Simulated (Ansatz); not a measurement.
Two G0W0 runs on BaSrTi2O6 (perovskite [001] superlattice) (P4mm).

The structure was built from a prototype and need not be the compound's stable phase.

```cif
data_structure
_symmetry_space_group_name_H-M 'P 1'
_symmetry_Int_Tables_number 1
_cell_length_a 3.9242
_cell_length_b 3.9242
_cell_length_c 7.9316
_cell_angle_alpha 90.000
_cell_angle_beta 90.000
_cell_angle_gamma 90.000
_cell_volume 122.14
loop_
_atom_site_label
_atom_site_type_symbol
_atom_site_fract_x
_atom_site_fract_y
_atom_site_fract_z
_atom_site_occupancy
Sr1 Sr 0.00000 0.00000 0.12824 1
O2 O 0.50000 0.50000 0.11812 1
Ti3 Ti 0.50000 0.50000 0.37634 1
O4 O 0.50000 0.00000 0.36002 1
O5 O 0.00000 0.50000 0.36002 1
Ba6 Ba 0.00000 0.00000 0.62608 1
O7 O 0.50000 0.50000 0.61396 1
Ti8 Ti 0.50000 0.50000 0.88639 1
O9 O 0.50000 0.00000 0.87539 1
O10 O 0.00000 0.50000 0.87539 1
```

The structure was relaxed with PBEsol. The runs that relaxed it are not among those shown. Spin-orbit coupling is left out unless a run names it.

The first (Ansatz 0.2.0; start PBEsol, 6×6×4 mesh, 411 empty bands, screening to 130 eV, PAW set soft_1 files; 1 × NVIDIA H100 80GB HBM3 (shared by 6 runs) with 3 threads of AMD EPYC 7R13 (Zen 3), shared host) gave, on its mesh: starting gap 1.86 eV, G0W0 gap 3.51 eV, RPA ε∞ (mean) 6.02, 2.6 min.

The second changes empty bands from 411 to 104 and screening cutoff (eV) from 130.0 to 52. What does it give?

It gave: starting gap 1.86 eV, G0W0 gap 3.71 eV, RPA ε∞ (mean) 6.11, 40 s. The G0W0 gap moves by +0.20 eV, +0.00 eV from the start and +0.20 eV from the correction. Σc changes by +0.36 eV at the valence top and +0.57 eV at the conduction bottom, and Σx − Vxc between them by +0.00 eV.

Limits: not at the basis limit; no spin-orbit coupling.

[Paths, hosts, dates, memory and timing lines, banners, echoed tables and standing remarks are left out of the program output.]

[Logs are printed without paths, hosts, clocks, repeated set-up lines and the standing remarks that a program may print on its own settings, such as how far it seeks lower states.]

[Runs of the session that timed out or met a known fault of the program may be left out.]

[Cells called generated may have been cut or substituted from an entry of the Crystallography Open Database or the Materials Project.]

[Hosts, paths, dates, database ids (printed as entryN), source tags and the programs' standing remarks are cut or masked in the printed files.]
